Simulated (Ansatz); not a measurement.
**SnSe2 (P-3m1): how G0W0 depends on its starting point**

How much of the starting functional survives in the G0W0 gap of SnSe2 (P-3m1)?

Program: Ansatz 0.2.0. Level of theory: G0W0 on several functionals, plane waves, PAW. Results are calculated unless marked as measured.

In doubt: masses and optical values from hybrid runs of this build are listed as unsure (step 5), which bears on the screening that GW takes from such a start.

## (1) Set-up

Symmetry: P-3m1, No. 164, trigonal system. The conventional cell has a = 3.811 Å, b = 3.811 Å, c = 6.136 Å, α = 90.00°, β = 90.00°, γ = 120.00°. Nearest to Sn lie 6 Se at 2.72 Å. Nearest to Se lie 3 Sn at 2.72 Å. Farther neighbours and most contacts between anions are not listed.

Geometry: measured cell, ions relaxed with PBE. The runs that relaxed it are not among those shown.

## (2) G0W0 on LDA

G0W0 replaces the xc potential by the self-energy, built once from these orbitals. Only a window of levels is corrected, while the sums run over the empty bands that the input names. This step takes PAW set soft_1 files.

This step: G0W0 on LDA, plane waves, PAW; PAW set soft_1.

input.yaml

```yaml
crystal:
  lattice:
    - [3.811, 0.0, 0.0]
    - [-1.9055, 3.3004228138, 0.0]
    - [0.0, 0.0, 6.136]
  atoms:
    - { symbol: Sn, position: [0.0, 0.0, 0.0] }
    - { symbol: Se, position: [0.3333333333, 0.6666666667, 0.2614399677] }
    - { symbol: Se, position: [0.6666666667, 0.3333333333, 0.7385600323] }
kpoints:
  mp_grid: { grid: [6, 6, 4] }
hamiltonian:
  xc: lda
  pseudopotentials: { kind: paw, azcp: { folder: soft_1 }, xc_functional: pbe }
scf:
  occupations: { method: fixed }
gw:
  n_empty_bands: 175
  ecut_chi: 100
  qp_bands: [v2, c2]
  qp_kpoints: band_edges
  screening: { model: contour_deformation }
```

Started as:

```console
$ ansatz run input.yaml --threads 2 --pin off --max-ram 92160MiB --backend cuda --events-out ev --progress --plain --runs-dir out --devices 1 --max-vram 13GiB
```

Numbers of over 12 decimals in the logs are rounded to 6 here.

Output:

```text
GPUs: using 1 of 1 available (devices: 1).
Engine: ansatz 0.2.0, x86_64-unknown-linux-gnu
Pseudopotentials: kind: paw
Pseudopotential: Sn, paw, valence charge 14, recommended cutoff 420 eV (normal), soft_1/Sn.paw.azcp
Pseudopotential: Se, paw, valence charge 16, recommended cutoff 420 eV (normal), soft_1/Se.paw.azcp
Functional definition: SPW92
  exchange = slater_x
  correlation = pw_c
device memory: the entry about to start is reckoned to put 0.9 GiB on a device that reports 56.3 GiB free (of which the cap on the GPU budget leaves the run 13.0 GiB)
GPU FFT provider: cuFFT
GPU libraries: cuBLAS 13.8.2, cuFFT 12.4.0, cuSOLVER 12.3.4
Crystal: 3 atoms, lattice volume = 77.178 Å³
Basis set: ecut = 420 eV, 1485 PW (Γ)
Bands: 28, of which v1, the nominal top of the filled ones, is band 23 counted from 1 (22 counted from 0)
Symmetry: 12 space group operations
Space group: P-3m1 (ITA 164), of the structure as read, at distance tolerance 4.3e-5 Å
k-points: 24 of 144
Non-local potential: Sn, projectors of the file, l = 0: 2, l = 1: 2, l = 2: 2, l = 3: 1
Non-local potential: Se, projectors of the file, l = 0: 2, l = 1: 2, l = 2: 3, l = 3: 1
PAW form: soft (Blöchl's): semilocal exchange-correlation on the pseudo side does not see the compensation charge
PAW frozen core: Sn, regenerated for the run's functional, and the local potential with it (the file was generated under x = pbe(κ = 0.804, μ = 0.219515), c = pbe(β = 0.066725))
PAW frozen core: Se, regenerated for the run's functional, and the local potential with it (the file was generated under x = pbe(κ = 0.804, μ = 0.219515), c = pbe(β = 0.066725))
PAW one-centre angular grid: Sn, 590 points (default); XC on 64 Gauss nodes
PAW one-centre angular grid: Se, 590 points (default); XC on 64 Gauss nodes
Initial density: superposition of atomic densities (chi_scale 0.1, normalization cell, long waves kept (reshape's long-wave potential 0.10 eV rms))
Initial wavefunctions: pseudopotential atomic-orbital guess
GPU buffer pool allocated for 32805 grid points (all kernels)
GPU transforms: local potential and band sums: pruned to the plane-wave sphere, on 25×25×45
Functional: x = slater, c = lda
SCF iter   1: F=—  HF=-16647.544368 eV  |F-HF|=—  |Δ(HF+E_count)|=         —  Δρ=3.06e-2  dr2=1.76e0  ethr=3.10e-3  ⟨swp⟩=5.0  Hψ=2478  notcnv=0  defer=67
preconditioner: auto → Resta (q_TF=auto, 2.503 Å⁻¹)  ε∞=4.0  [insulator: Δε(μ)=0.469 eV  Ē_g=9.745 eV  n_scr=22 (ndim 8)  ℏωp=16.9 eV  f_vac=0.027  ε∞_Penn≈4.0]
SCF iter   2: F=—  HF=-16647.141962 eV  |F-HF|=—  |Δ(HF+E_count)|=   4.02e-1  Δρ=1.48e-2  dr2=2.26e-1  ethr=3.10e-3  ⟨swp⟩=2.0  Hψ=982  notcnv=0  defer=28
SCF iter   3: F=—  HF=-16647.074596 eV  |F-HF|=—  |Δ(HF+E_count)|=   6.74e-2  Δρ=4.79e-3  dr2=1.55e-2  ethr=4.90e-4  ⟨swp⟩=2.0  Hψ=811  notcnv=0  defer=67
SCF iter   4: F=—  HF=-16647.070545 eV  |F-HF|=—  |Δ(HF+E_count)|=   4.05e-3  Δρ=9.66e-4  dr2=1.08e-3  ethr=3.38e-5  ⟨swp⟩=2.0  Hψ=1252  notcnv=0  defer=69
SCF iter   5: F=—  HF=-16647.070226 eV  |F-HF|=—  |Δ(HF+E_count)|=   3.20e-4  Δρ=4.26e-4  dr2=1.32e-4  ethr=2.36e-6  ⟨swp⟩=2.0  Hψ=1248  notcnv=0  defer=69
SCF iter   6: F=—  HF=-16647.070270 eV  |F-HF|=—  |Δ(HF+E_count)|=   4.45e-5  Δρ=1.01e-4  dr2=9.02e-6  ethr=2.88e-7  ⟨swp⟩=3.0  Hψ=1240  notcnv=0  defer=57
SCF iter   7: F=—  HF=-16647.070273 eV  |F-HF|=—  |Δ(HF+E_count)|=   3.25e-6  Δρ=2.64e-5  dr2=4.82e-7  ethr=1.96e-8  ⟨swp⟩=2.0  Hψ=984  notcnv=0  defer=24
SCF iter   8: F=-16647.070274 eV  HF=-16647.070274 eV  |F-HF|=8.75e-9  |Δ(HF+E_count)|=   4.03e-7  Δρ=4.76e-6  dr2=3.12e-8  ethr=2.17e-10  ⟨swp⟩=9.1  Hψ=2785  notcnv=0
SCF 1 converged in 8 iterations: F = -16647.070274 eV  dr2 = 3.12e-8
  greatest PAW one-centre occupation: 1.000 electrons in one spin orbital (limit 2), on the Se atom at site 1 (counted from 0), in its partial waves of l = 2
device memory: the entry about to start is reckoned to put 0.9 GiB (of the 1.0 GiB reckoned in all, the device holds 0.1 GiB already) on a device that reports 56.5 GiB free (of which the cap on the GPU budget leaves the run 12.9 GiB)
NSCF: frozen V_eff on 24 k-points, pencils in batches of 32, up to order 112
the band table was solved once the SCF had ended and its energy, with any forces and stress, was formed, with the checks that follow a solve (3069 applications of the Hamiltonian). They found nothing against the state; the energy, forces and stress were not computed again (output.eigenvalues in the input reference)
device memory: the entry about to start is reckoned to put 2.7 GiB on a device that reports 57.4 GiB free (of which the cap on the GPU budget leaves the run 13.0 GiB)
NSCF: frozen V_eff on 24 k-points
G₀W₀ screening: q 1/24
[... further progress lines ...]
SCF converged after 8 iterations
Free energy (F): -16647.070274 eV
Harris-Foulkes:  -16647.070274 eV  (|F-HF|=8.75e-9)
Internal energy: -16647.070274 eV  (E = F + TS)
E sigma→0 (E₀):  -16647.070274 eV
Fermi energy:    7.603472 eV
--- Per-component energies (eV) ---
  E_band       = -884.212340
  E_kinetic    = 391.692916
  E_local      = -6565.186801  (includes V_loc(G=0)·N_el)
  E_nonlocal   = -550.933014
  E_hartree    = 3409.611570
  E_xc         = -293.935744
  E_vxc        = -261.632542  (∫ρ·V_xc dr)
  E_paw        = -8318.990026  (= ΣΔE_a)
  E_vpaw       = -717.369807  (= ΣTr[D̂ρ^β])
  E_aug_tail   = -0.000495  (compensation charges beyond the density's cutoff)
  E_ewald      = -4724.188291
  E_core_change = 4.859611  (= ΣΔE_core)
  E_smearing   = -0.000000  (= −TS)
  E_closure    = -0.000000  (closes the sum)
  Σ components = -16647.070274   (vs F -16647.070274, Δ=0.00e0)
--- Band table (eV; the first three rows and the last of 24) ---
  k-point 0: bands = [... 19 lower, 7.1014, 7.3256, 7.3256, 7.4853, 8.3691, 10.6284, 12.2038, 12.2038, ... 1 higher]
  k-point 1: bands = [... 19 lower, 7.0158, 7.0158, 7.4507, 7.4507, 9.4112, 10.6047, 12.0388, 12.0388, ... 1 higher]
  k-point 2: bands = [... 19 lower, 6.9641, 6.9641, 7.5434, 7.5434, 10.0754, 10.4723, 11.8834, 11.8834, ... 1 higher]
  k-point 23: bands = [... 19 lower, 3.4468, 3.8921, 7.2418, 7.2418, 9.7923, 11.7851, 11.7851, 13.3199, ... 1 higher]
--- G₀W₀: contour deformation, 7 samples at zero and on the imaginary axis and 2 off it, 144 q-points, 175 empty bands' worth ---
  eigenvalues of the whole cell's RPA ε∞ on this k-mesh (on a slab, of 1 + 4πα/V) = 13.5793, 17.0053, 17.0053; static W/v taken at q = 0 is 0.062381
  bands read: the sum over 198 bands ends inside a degenerate multiplet in 2 slots, whose members it reads at an even weight; the widest, k=0: bands 198 to 199 (counted from 1) at 1/2 each
  gw.qp_kpoints: band_edges: 19 of 24 stored k-points solved, in 1 pass; an edge of the gap read off the rows below is read off those points alone
    valence top: of the k-points left out ik 20 came nearest to being solved in a further pass, in band 23 (counted from 1, as in the quasiparticle table): it holds the edge there only if its correction is more favourable than any solved in that band by at least 0.523 eV; those differ by 0.050 eV
    conduction bottom: of the k-points left out ik 17 came nearest to being solved in a further pass, in band 24 (counted from 1, as in the quasiparticle table): it holds the edge there only if its correction is more favourable than any solved in that band by at least 0.708 eV; those differ by 0.194 eV
    ik  band        ε_KS         Σx   Σc(E_QP)       V_xc       Z   E_QP_lin       E_QP  E_QP is
     0    22      7.3256   -17.4898     1.6300   -15.7276  0.7155     7.1927     7.1934  root
     0    23      7.4853   -17.6410     1.6297   -15.8701  0.7253     7.3434     7.3440  root
     0    24      8.3691   -12.0163    -3.0718   -15.6318  0.7650     8.9199     8.9127  root
     0    25     10.6284    -8.2300    -4.0847   -12.7688  0.7692    11.0887    11.0824  root
     1    22      7.4507   -17.5218     1.5462   -15.8436  0.7205     7.3181     7.3187  root
     1    23      7.4507   -17.5218     1.5462   -15.8436  0.7205     7.3181     7.3187  root
     1    24      9.4112   -12.4067    -3.2442   -16.1384  0.7484     9.9068     9.8986  root
     1    25     10.6047    -8.5548    -4.0967   -13.1266  0.7675    11.0864    11.0798  root
     2    22      7.5434   -17.5777     1.4988   -15.9484  0.7227     7.4123     7.4129  root
     2    23      7.5434   -17.5777     1.4988   -15.9484  0.7227     7.4123     7.4129  root
     2    24     10.0754   -12.2991    -3.7071   -16.5172  0.7349    10.5941    10.5863  root
     2    25     10.4723    -8.5590    -4.0883   -13.1497  0.7716    10.9826    10.9747  root
     3    22      7.5559   -17.5177     1.5987   -15.7662  0.7248     7.4024     7.4031  root
     3    23      7.6009   -17.6219     1.5305   -15.9549  0.7236     7.4638     7.4643  root
     3    24      9.6964   -12.5324    -3.4398   -16.4548  0.7320    10.1853    10.1791  root
     3    25     11.2048    -8.4266    -4.2295   -13.1365  0.7672    11.6907    11.6851  root
     4    22      6.7415   -17.2440     1.8858   -15.1999  0.7058     6.5818     6.5831  root
     4    23      7.3687   -17.4887     1.6640   -15.6809  0.7176     7.2241     7.2249  root
     4    24      9.4140   -11.7887    -3.3731   -15.6171  0.7375     9.8740     9.8693  root
     4    25     11.7311    -8.9125    -4.3732   -13.7807  0.7608    12.2331    12.2260  root
     5    22      6.4618   -16.8739     1.9313   -14.7957  0.6942     6.3142     6.3150  root
     5    23      7.3656   -17.3697     1.6115   -15.6162  0.7175     7.2229     7.2236  root
     5    24      9.5988   -11.4967    -3.5488   -15.5071  0.7379    10.0666    10.0605  root
     5    25     11.7032    -9.3828    -4.3596   -14.2712  0.7637    12.2398    12.2319  root
[...]
21    22      5.8381   -16.4431     2.3922   -13.8903  0.6767     5.6775     5.6775  root
    21    23      5.8381   -16.4431     2.3922   -13.8903  0.6767     5.6775     5.6775  root
    21    24      8.4694   -10.6018    -3.1071   -14.0929  0.7487     8.8568     8.8533  root
    21    25     13.7541    -9.7284    -5.1489   -15.3710  0.6894    14.2511    14.2479  root
    23    22      7.2418   -17.3710     1.7014   -15.5006  0.7152     7.0713     7.0727  root
    23    23      7.2418   -17.3710     1.7014   -15.5006  0.7152     7.0713     7.0727  root
    23    24      9.7923   -11.9974    -3.8350   -16.2950  0.7085    10.2646    10.2550  root
    23    25     11.7851    -8.0368    -4.2539   -12.7314  0.7698    12.2316    12.2257  root
```

Wall time 28 s (1 × NVIDIA H100 80GB HBM3 (shared by 6 runs) with 2 threads of AMD EPYC 7R13 (Zen 3), shared host); peak memory 1.3 GiB.

Numbers from this step:

```yaml
bands_summed: 198
rpa_eps_infinity_on_this_mesh_eigenvalues: 13.58, 17.01, 17.01
plane_waves_in_the_screening_matrix: 161
q_points_in_the_mesh: 144
g0w0_gap_on_the_mesh: 1.068 eV
k_of_the_valence_top: 0, 0.1667, -0.25
k_of_the_conduction_bottom: 0, -0.5, -0.5
starting_gap_on_the_mesh: 0.5749 eV
z_at_the_valence_top: 0.7238
z_at_the_conduction_bottom: 0.7463
least_direct_g0w0_gap_on_the_computed_points: 1.569 eV
```

The gap on the mesh goes from 0.57 eV to 1.07 eV, a correction of +0.49 eV. Between the two edge states, bare exchange in place of the xc potential would open the gap by 4.74 eV, and correlation takes back 4.25 eV.

## (3) G0W0 on PBEsol

The same correction from a different start measures what one shot leaves open.

This step: G0W0 on PBEsol, plane waves, PAW; PAW set soft_1.

Changes to input.yaml since step 2:

```diff
@@ -12,3 +12,3 @@
 hamiltonian:
-  xc: lda
+  xc: pbesol
   pseudopotentials: { kind: paw, azcp: { folder: soft_1 }, xc_functional: pbe }
```

Output:

```text
GPUs: using 1 of 1 available (devices: 1).
[...]
GPU FFT provider: cuFFT
GPU libraries: cuBLAS 13.8.2, cuFFT 12.4.0, cuSOLVER 12.3.4
Crystal: 3 atoms, lattice volume = 77.178 Å³
Basis set: ecut = 420 eV, 1485 PW (Γ)
Bands: 28, of which v1, the nominal top of the filled ones, is band 23 counted from 1 (22 counted from 0)
Symmetry: 12 space group operations
[...]
k-points: 24 of 144
[...]
GPU buffer pool allocated for 32805 grid points (all kernels)
[...]
SCF iter   1: F=—  HF=-16799.747485 eV  |F-HF|=—  |Δ(HF+E_count)|=         —  Δρ=3.21e-2  dr2=1.77e0  ethr=3.10e-3  ⟨swp⟩=5.0  Hψ=2494  notcnv=0  defer=67
[...]
SCF iter   8: F=-16799.292635 eV  HF=-16799.292635 eV  |F-HF|=8.22e-8  |Δ(HF+E_count)|=   2.16e-6  Δρ=6.52e-6  dr2=7.02e-8  ethr=2.17e-10  ⟨swp⟩=9.1  Hψ=3037  notcnv=0
SCF 1 converged in 8 iterations: F = -16799.292635 eV  dr2 = 7.02e-8
[...]
NSCF: frozen V_eff on 24 k-points, pencils in batches of 32, up to order 112
[...]
NSCF: frozen V_eff on 24 k-points
G₀W₀ screening: q 1/24
[... further progress lines ...]
SCF converged after 8 iterations
Free energy (F): -16799.292635 eV
[...]
Internal energy: -16799.292635 eV  (E = F + TS)
E sigma→0 (E₀):  -16799.292635 eV
Fermi energy:    7.773065 eV
[...]
--- Band table (eV; the first three rows and the last of 24) ---
  k-point 0: bands = [... 19 lower, 7.2814, 7.4930, 7.4930, 7.6673, 8.6674, 10.8437, 12.4297, 12.4297, ... 1 higher]
  k-point 1: bands = [... 19 lower, 7.1953, 7.1953, 7.6176, 7.6176, 9.6753, 10.8267, 12.2638, 12.2638, ... 1 higher]
  k-point 2: bands = [... 19 lower, 7.1441, 7.1441, 7.7089, 7.7089, 10.3296, 10.7056, 12.1081, 12.1081, ... 1 higher]
  k-point 23: bands = [... 19 lower, 3.6107, 4.0656, 7.4102, 7.4102, 10.0388, 12.0095, 12.0095, 13.5617, ... 1 higher]
[...]
0    22      7.4930   -17.4562     1.6854   -15.4911  0.7202     7.2103     7.2133  root
     0    23      7.6673   -17.6177     1.6950   -15.6195  0.7294     7.3611     7.3640  root
     0    24      8.6674   -11.9302    -3.0646   -15.3303  0.7687     9.0049     9.0029  root
     0    25     10.8437    -8.1475    -4.0280   -12.4718  0.7729    11.1423    11.1400  root
     1    22      7.6176   -17.4882     1.6034   -15.6042  0.7250     7.3344     7.3370  root
     1    23      7.6176   -17.4882     1.6034   -15.6042  0.7250     7.3344     7.3370  root
     1    24      9.6753   -12.2864    -3.2276   -15.8225  0.7526     9.9861     9.9838  root
     1    25     10.8267    -8.4675    -4.0398   -12.8197  0.7711    11.1417    11.1391  root
[...]
23    22      7.4102   -17.3450     1.7617   -15.2663  0.7202     7.0890     7.0933  root
    23    23      7.4102   -17.3450     1.7617   -15.2663  0.7202     7.0890     7.0933  root
    23    24     10.0388   -11.9050    -3.7735   -15.9838  0.7141    10.3479    10.3442  root
    23    25     12.0095    -7.9681    -4.1934   -12.4403  0.7707    12.2897    12.2884  root
```

It took 26 s on 1 × NVIDIA H100 80GB HBM3 (shared by 6 runs) with 2 threads; peak memory 1.3 GiB; 41 s of CPU time.

This step gave:

| Quantity | Value |
| --- | --- |
| bands summed | 198 |
| RPA ε∞ on this mesh (eigenvalues) | 12.05, 15.64, 15.64 |
| plane waves in the screening matrix | 161 |
| q-points in the mesh | 144 |
| G0W0 gap on the mesh | 1.125 eV |
| k of the valence top | 0, 0.1667, -0.25 |
| k of the conduction bottom | 0, -0.5, -0.5 |
| starting gap on the mesh | 0.6412 eV |
| Z at the valence top | 0.7281 |
| Z at the conduction bottom | 0.7510 |
| least direct G0W0 gap on the computed points | 1.639 eV |

Against the run with 6×6×4 mesh, 175 empty bands, screening to 100 eV, PAW set soft_1 files on LDA, the gap moves by +0.06 eV, while the start moved by +0.07 eV.

## (4) G0W0 on PBE

This step: G0W0 on PBE, plane waves, PAW; PAW set soft_1.

Changes to input.yaml since step 3:

```diff
@@ -12,4 +12,4 @@
 hamiltonian:
-  xc: pbesol
-  pseudopotentials: { kind: paw, azcp: { folder: soft_1 }, xc_functional: pbe }
+  xc: pbe
+  pseudopotentials: { kind: paw, azcp: { folder: soft_1 } }
 scf:
```

Output:

```text
GPUs: using 1 of 1 available (devices: 1).
[...]
GPU FFT provider: cuFFT
GPU libraries: cuBLAS 13.8.2, cuFFT 12.4.0, cuSOLVER 12.3.4
Crystal: 3 atoms, lattice volume = 77.178 Å³
Basis set: ecut = 420 eV, 1485 PW (Γ)
Bands: 28, of which v1, the nominal top of the filled ones, is band 23 counted from 1 (22 counted from 0)
Symmetry: 12 space group operations
[...]
k-points: 24 of 144
[...]
1    25     11.0538    -8.4206    -4.0092   -12.5975  0.7731    11.2222    11.2216  root
[...]
23    22      7.5327   -17.3922     1.8078   -15.1997  0.7223     7.1420     7.1481  root
    23    23      7.5327   -17.3922     1.8078   -15.1997  0.7223     7.1420     7.1481  root
    23    24     10.1903   -11.9121    -3.7297   -15.8864  0.7154    10.4366    10.4348  root
    23    25     12.2199    -7.9741    -4.1580   -12.2840  0.7718    12.3720    12.3717  root
[key lines of the parts left out:]
SCF converged after 8 iterations
Free energy (F): -16963.419068 eV
Fermi energy:    7.889192 eV
```

Run time: 35 s. Hardware: 1 × NVIDIA H100 80GB HBM3 (shared by 6 runs) with 2 threads; peak memory 1.3 GiB; 52 s of CPU time.

This step gave:

| Item | Value |
| --- | --- |
| bands summed | 198 |
| RPA ε∞ on this mesh (eigenvalues) | 11.01, 14.43, 14.43 |
| plane waves in the screening matrix | 161 |
| G0W0 gap on the mesh | 1.159 eV |
| k of the valence top | 0, 0.1667, -0.25 |
| k of the conduction bottom | 0, -0.5, -0.5 |
| starting gap on the mesh | 0.7024 eV |
| least direct G0W0 gap on the computed points | 1.683 eV |

Against the run with 6×6×4 mesh, 175 empty bands, screening to 100 eV, PAW set soft_1 files on PBEsol, the gap moves by +0.03 eV, while the start moved by +0.06 eV.

## (5) G0W0 on HSE06

This step: G0W0 on HSE06, plane waves, PAW; PAW set soft_1.

Changes to input.yaml since step 4:

```diff
@@ -12,3 +12,3 @@
 hamiltonian:
-  xc: pbe
+  xc: hse06
   pseudopotentials: { kind: paw, azcp: { folder: soft_1 } }
```

Output:

```text
GPUs: using 1 of 1 available (devices: 1).
[...]
davidson cushion auto → on  (no smearing: the cushion is to keep the highest requested band from converging to the state above it; pin scf.eigensolver.cushion to override)
[...]
GPU FFT provider: cuFFT
GPU libraries: cuBLAS 13.8.2, cuFFT 12.4.0, cuSOLVER 12.3.4
Crystal: 3 atoms, lattice volume = 77.178 Å³
Basis set: ecut = 420 eV, 1485 PW (Γ)
[...]
1    24     10.0953   -11.9205    -3.2910   -15.3723  0.7905    10.2565    10.2560  root
     1    25     11.3597    -8.1668    -3.8925   -12.0951  0.8001    11.3955    11.3955  root
[...]
23    22      6.9866   -17.4090     1.6726   -15.6818  0.7606     6.9320     6.9320  root
    23    23      6.9866   -17.4090     1.6726   -15.6818  0.7606     6.9320     6.9320  root
    23    24     10.4906   -11.6152    -3.6554   -15.4230  0.7602    10.6436    10.6430  root
    23    25     12.5820    -7.7087    -4.0023   -11.6984  0.7972    12.5694    12.5694  root
[key lines of the parts left out:]
Free energy (F): -16970.542760 eV
Fermi energy:    7.395723 eV
```

It took 58 s on 1 × NVIDIA H100 80GB HBM3 (shared by 6 runs) with 2 threads; peak memory 1.8 GiB; 74 s of CPU time.

Numbers from this step:

```
bands summed                                 : 198
RPA ε∞ on this mesh (eigenvalues)            : 7.190, 9.503, 9.503
plane waves in the screening matrix          : 161
G0W0 gap on the mesh                         : 1.473 eV
k of the valence top                         : 0, 0.1667, -0.25
k of the conduction bottom                   : 0, -0.5, -0.5
starting gap on the mesh                     : 1.302 eV
least direct G0W0 gap on the computed points : 2.020 eV
```

Against the run with 6×6×4 mesh, 175 empty bands, screening to 100 eV, PAW set soft_1 files on PBE, the gap moves by +0.31 eV, while the start moved by +0.60 eV.

(Part 1 of 2 ends here.)

[Paths, hosts, dates, memory and timing lines, banners, echoed tables and standing remarks are left out of the program output.]

[Logs are printed without paths, hosts, clocks, repeated set-up lines and the standing remarks that a program may print on its own settings, such as how far it seeks lower states.]

[Runs of the session that timed out or met a known fault of the program may be left out.]

[Cells called generated may have been cut or substituted from an entry of the Crystallography Open Database or the Materials Project.]

[Hosts, paths, dates, database ids (printed as entryN), source tags and the programs' standing remarks are cut or masked in the printed files.]
